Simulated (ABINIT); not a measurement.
**LiHF2 (C2/m): G0W0 in ABINIT against the k mesh**

Aim: move the k mesh of a G0W0 run on LiHF2 (C2/m) over a wide range.

Main program and level: ABINIT 10.8.3; PBEsol and many-body steps on it, plane waves.

Report form: the programs' logs are mostly left out.

## 1. Set-up

It takes space group C2/m (No. 12, monoclinic). Conventional cell: a = 5.095 Å, b = 3.070 Å, c = 4.903 Å, α = 90.00°, β = 121.02°, γ = 90.00°. Nearest to Li lie 6 F at 2.00 to 2.04 Å. Nearest to H lie 2 F at 1.14 Å. Nearest to F lie 1 H at 1.14 Å and 3 Li at 2.00 to 2.04 Å. Farther neighbours and most contacts between anions are not listed.

The cell and positions are those that the Materials Project relaxed with its own functionals (PBE, PBE+U or r2SCAN), kept fixed.

## 2. Empty states on the mesh, 4×4×2 mesh, 70 bands

This step: ABINIT 10.8.3; DFT, PBEsol, plane waves, norm-conserving pseudopotentials.

The sums over transitions need many empty states on a uniform mesh; this step solves for them.

The input, run.abi:

```
acell 3*1.0 Angstrom
rprim 
  2.547496000000 -1.534899000000 0.000000000000
  2.547496000000 1.534899000000 0.000000000000
  -2.526944000000 -0.000000000000 4.201520000000
ntypat 3
znucl 3 1 9
natom 4
typat 1 2 3 3
xred 
  0.000000000000 0.000000000000 0.000000000000
  0.000000000000 0.000000000000 0.500000000000
  0.209803000000 0.209803000000 0.750702000000
  0.790197000000 0.790197000000 0.249298000000
pp_dirpath "pseudos"
pseudos "Li.upf, H.upf, F.upf"
ecut 36
ngkpt 4 4 2
nshiftk 1
shiftk 0 0 0
kptopt 1
chksymbreak 0
irdden 1
istwfk *1
nband 70
prtvol 0
optdriver 6
gwr_task "HDIAGO"
paral_kgb 0
occopt 1
indata_prefix "in"
outdata_prefix "out"
tmpdata_prefix "tmp"
```

Run with:

```console
> OMP_NUM_THREADS=1 mpirun -n 4 abinit run.abi > log
```

Wall time 32 s (4 MPI ranks of Arm Neoverse V2, shared host); peak memory 1.4 GiB.

Numbers from this step:

- gap: 8.408 eV
- k of the valence top: 0, 0, 0.5
- k of the conduction bottom: 0, 0, 0
- least direct gap: 8.531 eV
- k points computed: 14
- lowest point of the top converged band, above the valence top: 75.8274 eV

On this mesh the gap is 8.408 eV.

The density comes from a self-consistent run that is not shown.

## 3. Empty states on the mesh, 2×2×1 mesh, 26 bands

run.abi: that of step 2 with these lines changed.

```diff
@@ -17,3 +17,3 @@
 ecut 36
-ngkpt 4 4 2
+ngkpt 2 2 1
 nshiftk 1
@@ -22,10 +22,10 @@
 chksymbreak 0
+iscf -2
 irdden 1
 istwfk *1
-nband 70
+nband 26
+nbdbuf 4
+tolwfr 1e-09
+nstep 60
 prtvol 0
-optdriver 6
-gwr_task "HDIAGO"
-paral_kgb 0
-occopt 1
 indata_prefix "in"
```

Elapsed: 2.2 s, on 4 MPI ranks; peak memory 0.07 GiB; 8.4 s of CPU time.

This step gave:

| Quantity | Value |
| --- | --- |
| gap | 8.476 eV |
| k of the valence top | 0.5, 0.5, 0 |
| k of the conduction bottom | 0, 0, 0 |
| least direct gap | 8.531 eV |
| k points computed | 3 |
| lowest point of the top converged band, above the valence top | 29.80 eV |

On this mesh the gap is 8.476 eV.

## 4. Empty states on the mesh, 4×4×4 mesh, 26 bands

run.abi: that of step 3 with these lines changed.

```diff
@@ -17,3 +17,3 @@
 ecut 36
-ngkpt 2 2 1
+ngkpt 4 4 4
 nshiftk 1
```

Wall time 4.6 s (4 MPI ranks); peak memory 0.26 GiB.

Numbers from this step:

* gap: 8.408 eV
* k of the valence top: 0, 0, 0.5
* k of the conduction bottom: 0, 0, 0
* least direct gap: 8.531 eV
* k points computed: 24
* lowest point of the top converged band, above the valence top: 28.53 eV

On this mesh the gap is 8.408 eV.

## 5. Empty states on the mesh, 6×6×4 mesh, 26 bands

run.abi: that of step 4 with these lines changed.

```diff
@@ -17,3 +17,3 @@
 ecut 36
-ngkpt 4 4 4
+ngkpt 6 6 4
 nshiftk 1
```

Wall time 7.4 s (4 MPI ranks); peak memory 0.29 GiB; 29 s of CPU time.

This step gave:

```yaml
gap: 8.408 eV
k_of_the_valence_top: 0, 0, 0.5
k_of_the_conduction_bottom: 0, 0, 0
least_direct_gap: 8.531 eV
k_points_computed: 47
lowest_point_of_the_top_converged_band_above_the_valence_top: 28.53 eV
```

On this mesh the gap is 8.408 eV.

## 6. Screening, 2×2×1 mesh, 22 bands, screening to 106.1 eV

The RPA dielectric matrix is built and inverted for each q.

This step: RPA screening on PBEsol, plane waves, norm-conserving pseudopotentials.

run.abi: that of step 5 with these lines changed.

```diff
@@ -17,3 +17,3 @@
 ecut 36
-ngkpt 6 6 4
+ngkpt 2 2 1
 nshiftk 1
@@ -22,10 +22,11 @@
 chksymbreak 0
-iscf -2
-irdden 1
 istwfk *1
-nband 26
-nbdbuf 4
-tolwfr 1e-09
-nstep 60
-prtvol 0
+occopt 1
+irdwfk 1
+optdriver 3
+nband 22
+ecuteps 3.9
+inclvkb 2
+awtr 1
+symchi 1
 indata_prefix "in"
```

Wall time 1.9 s (4 MPI ranks); peak memory 0.09 GiB.

Numbers from this step:

* ε∞ with local fields, on this mesh, along the program's q direction: 2.078
* the same without local fields: 2.161
* plasma frequency: 27.48 eV
* plane waves in the screening matrix: 89

Local fields lower ε∞ by 4 %. On a Γ-centred mesh this coarse the value itself is usually too large, while a short band sum pulls it down.

## 7. 2×2×1

This step: G0W0 on PBEsol, plane waves, norm-conserving pseudopotentials.

run.abi: that of step 6 with these lines changed.

```diff
@@ -25,8 +25,17 @@
 irdwfk 1
-optdriver 3
+optdriver 4
 nband 22
+gwcalctyp 0
+ecutsigx 36
+symsigma 1
+nkptgw 2
+kptgw 
+  0.5000000000 0.5000000000 0.0000000000
+  0.0000000000 0.0000000000 0.0000000000
+bdgw 
+  8 11
+  8 11
 ecuteps 3.9
-inclvkb 2
-awtr 1
-symchi 1
+irdscr 1
+ppmodel 1
 indata_prefix "in"
```

The job ended after 1.9 s (4 MPI ranks; peak memory 0.08 GiB).

Numbers from this step:

- G0W0 gap on the points computed: 12.50 eV
- starting gap on the mesh: 8.476 eV
- k of the valence top: 0, 0, 0
- k of the conduction bottom: 0, 0, 0
- Z at the valence top: 0.834
- Z at the conduction bottom: 0.895
- least direct G0W0 gap on the computed points: 12.50 eV

## 8. Screening, 4×4×2 mesh, 22 bands, screening to 106.1 eV

This step: RPA screening on PBEsol, plane waves, norm-conserving pseudopotentials.

run.abi: that of step 7 with these lines changed.

```diff
@@ -17,3 +17,3 @@
 ecut 36
-ngkpt 2 2 1
+ngkpt 4 4 2
 nshiftk 1
@@ -25,17 +25,8 @@
 irdwfk 1
-optdriver 4
+optdriver 3
 nband 22
-gwcalctyp 0
-ecutsigx 36
-symsigma 1
-nkptgw 2
-kptgw 
-  0.5000000000 0.5000000000 0.0000000000
-  0.0000000000 0.0000000000 0.0000000000
-bdgw 
-  8 11
-  8 11
 ecuteps 3.9
-irdscr 1
-ppmodel 1
+inclvkb 2
+awtr 1
+symchi 1
 indata_prefix "in"
```

Wall time 3.8 s (4 MPI ranks); peak memory 0.42 GiB; 15 s of CPU time.

This step gave:

```
ε∞ with local fields, on this mesh, along the program's q direction : 2.021
the same without local fields                                       : 2.101
plasma frequency                                                    : 27.48 eV
plane waves in the screening matrix                                 : 89
```

## 9. 4×4×2

The self-energy is evaluated for the states that the input lists, and the levels follow from it, in one-shot runs by the linearised quasiparticle equation.

This step: G0W0 on PBEsol, plane waves, norm-conserving pseudopotentials.

run.abi: that of step 8 with these lines changed.

```diff
@@ -25,8 +25,17 @@
 irdwfk 1
-optdriver 3
+optdriver 4
 nband 22
+gwcalctyp 0
+ecutsigx 36
+symsigma 1
+nkptgw 2
+kptgw 
+  0.0000000000 0.0000000000 0.5000000000
+  0.0000000000 0.0000000000 0.0000000000
+bdgw 
+  8 11
+  8 11
 ecuteps 3.9
-inclvkb 2
-awtr 1
-symchi 1
+irdscr 1
+ppmodel 1
 indata_prefix "in"
```

Wall time 2.3 s (4 MPI ranks); peak memory 0.11 GiB.

This step gave:

```
G0W0 gap on the points computed              : 12.88 eV
starting gap on the mesh                     : 8.408 eV
k of the valence top                         : 0, 0, 0
k of the conduction bottom                   : 0, 0, 0
Z at the valence top                         : 0.833
Z at the conduction bottom                   : 0.9
least direct G0W0 gap on the computed points : 12.88 eV
```

The gap on the mesh goes from 8.41 eV to 12.88 eV, a correction of +4.48 eV.

## 10. Screening, 4×4×4 mesh, 22 bands, screening to 106.1 eV

This step: RPA screening on PBEsol, plane waves, norm-conserving pseudopotentials.

run.abi: that of step 9 with these lines changed.

```diff
@@ -17,3 +17,3 @@
 ecut 36
-ngkpt 4 4 2
+ngkpt 4 4 4
 nshiftk 1
@@ -25,17 +25,8 @@
 irdwfk 1
-optdriver 4
+optdriver 3
 nband 22
-gwcalctyp 0
-ecutsigx 36
-symsigma 1
-nkptgw 2
-kptgw 
-  0.0000000000 0.0000000000 0.5000000000
-  0.0000000000 0.0000000000 0.0000000000
-bdgw 
-  8 11
-  8 11
 ecuteps 3.9
-irdscr 1
-ppmodel 1
+inclvkb 2
+awtr 1
+symchi 1
 indata_prefix "in"
```

Elapsed: 8.1 s, on 4 MPI ranks; peak memory 0.54 GiB; 32 s of CPU time.

Numbers from this step:

| Item | Value |
| --- | --- |
| ε∞ with local fields, on this mesh, along the program's q direction | 2.023 |
| the same without local fields | 2.103 |
| plasma frequency | 27.48 eV |
| plane waves in the screening matrix | 89 |

## 11. 4×4×4

This step: G0W0 on PBEsol, plane waves, norm-conserving pseudopotentials.

run.abi: that of step 10 with these lines changed.

```diff
@@ -25,8 +25,17 @@
 irdwfk 1
-optdriver 3
+optdriver 4
 nband 22
+gwcalctyp 0
+ecutsigx 36
+symsigma 1
+nkptgw 2
+kptgw 
+  0.0000000000 0.0000000000 0.5000000000
+  0.0000000000 0.0000000000 0.0000000000
+bdgw 
+  8 11
+  8 11
 ecuteps 3.9
-inclvkb 2
-awtr 1
-symchi 1
+irdscr 1
+ppmodel 1
 indata_prefix "in"
```

Run time: 2.6 s. Hardware: 4 MPI ranks; peak memory 0.14 GiB.

This step gave:

```
G0W0 gap on the points computed              : 12.88 eV
starting gap on the mesh                     : 8.408 eV
k of the valence top                         : 0, 0, 0
k of the conduction bottom                   : 0, 0, 0
least direct G0W0 gap on the computed points : 12.88 eV
```

Against the run before, the gap moves by −0.007 eV.

## 12. Screening, 6×6×4 mesh, 22 bands, screening to 106.1 eV

This step: RPA screening on PBEsol, plane waves, norm-conserving pseudopotentials.

run.abi: that of step 11 with these lines changed.

```diff
@@ -17,3 +17,3 @@
 ecut 36
-ngkpt 4 4 4
+ngkpt 6 6 4
 nshiftk 1
@@ -25,17 +25,8 @@
 irdwfk 1
-optdriver 4
+optdriver 3
 nband 22
-gwcalctyp 0
-ecutsigx 36
-symsigma 1
-nkptgw 2
-kptgw 
-  0.0000000000 0.0000000000 0.5000000000
-  0.0000000000 0.0000000000 0.0000000000
-bdgw 
-  8 11
-  8 11
 ecuteps 3.9
-irdscr 1
-ppmodel 1
+inclvkb 2
+awtr 1
+symchi 1
 indata_prefix "in"
```

Run time: 28 s. Hardware: 4 MPI ranks; peak memory 0.81 GiB; 1.9 min of CPU time.

This step gave:

* ε∞ with local fields, on this mesh, along the program's q direction: 2.023
* the same without local fields: 2.103
* plasma frequency: 27.48 eV
* plane waves in the screening matrix: 89

## 13. 6×6×4

This step: G0W0 on PBEsol, plane waves, norm-conserving pseudopotentials.

run.abi: that of step 12 with these lines changed.

```diff
@@ -25,8 +25,17 @@
 irdwfk 1
-optdriver 3
+optdriver 4
 nband 22
+gwcalctyp 0
+ecutsigx 36
+symsigma 1
+nkptgw 2
+kptgw 
+  0.0000000000 0.0000000000 0.5000000000
+  0.0000000000 0.0000000000 0.0000000000
+bdgw 
+  8 11
+  8 11
 ecuteps 3.9
-inclvkb 2
-awtr 1
-symchi 1
+irdscr 1
+ppmodel 1
 indata_prefix "in"
```

The job ended after 3.4 s (4 MPI ranks; peak memory 0.73 GiB).

Numbers from this step:

```
G0W0 gap on the points computed              : 12.99 eV
starting gap on the mesh                     : 8.408 eV
k of the valence top                         : 0, 0, 0
k of the conduction bottom                   : 0, 0, 0
least direct G0W0 gap on the computed points : 12.99 eV
```

Against the run before, the gap moves by +0.115 eV.

## 14. The runs together

Times are wall times on 4 MPI ranks of Arm Neoverse V2, shared host, good to a factor of about two. A run's time includes the screening step that it read.

```csv
run,mesh,bands,screening cutoff (eV),DFT gap (eV),gap on the mesh (eV),direct (eV),ε∞ used,time
2×2×1,2×2×1,22,106.1,8.476,12.498,12.498,2.08,3.8 s
4×4×2,4×4×2,22,106.1,8.408,12.884,12.884,2.02,6.1 s
4×4×4,4×4×4,22,106.1,8.408,12.877,12.877,2.02,11 s
6×6×4,6×6×4,22,106.1,8.408,12.992,12.992,2.02,32 s
```

## 15. Summary of results

- 2×2×1: 12.498 eV
- 4×4×2: 12.884 eV
- 4×4×4: 12.877 eV
- 6×6×4: 12.992 eV
- known limits: not at the basis limit; coarse k mesh

The setting moved: k mesh. From 2×2×1 to 6×6×4 the gap moves by +0.49 eV, for 8.4 times the time. The last step still moves it by +0.115 eV. Bands and screening cutoff are coupled, so a series along one setting does not show full convergence. Bands and cutoff are finite, so the gap is not at the basis limit. The miss can reach some tenths of an eV and take either sign; the mesh is an error of its own. In the G0W0 runs levels were corrected at 2 k points alone, so a gap called «on the mesh» is the least over those, and an edge elsewhere would be missed. The 2×2×1 mesh is coarse for this cell, which bears on the long-range parts of exchange and screening.

[Paths, hosts, dates, memory and timing lines, banners, echoed tables and standing remarks are left out of the program output.]

[Logs are printed without paths, hosts, clocks, repeated set-up lines and the standing remarks that a program may print on its own settings, such as how far it seeks lower states.]

[Runs of the session that timed out or met a known fault of the program may be left out.]

[Hosts, paths, dates, database ids (printed as entryN), source tags and the programs' standing remarks are cut or masked in the printed files.]

[G0W0 gaps are taken among the corrected bands and points alone; a level outside them can change the order at an edge.]

[Where Ansatz stands beside ABINIT at settings called matched, ABINIT's density can come from a denser mesh and the files from another edition; pairs whose starting gaps differed by over 0.03 eV were left out, so agreement reads better than it is.]
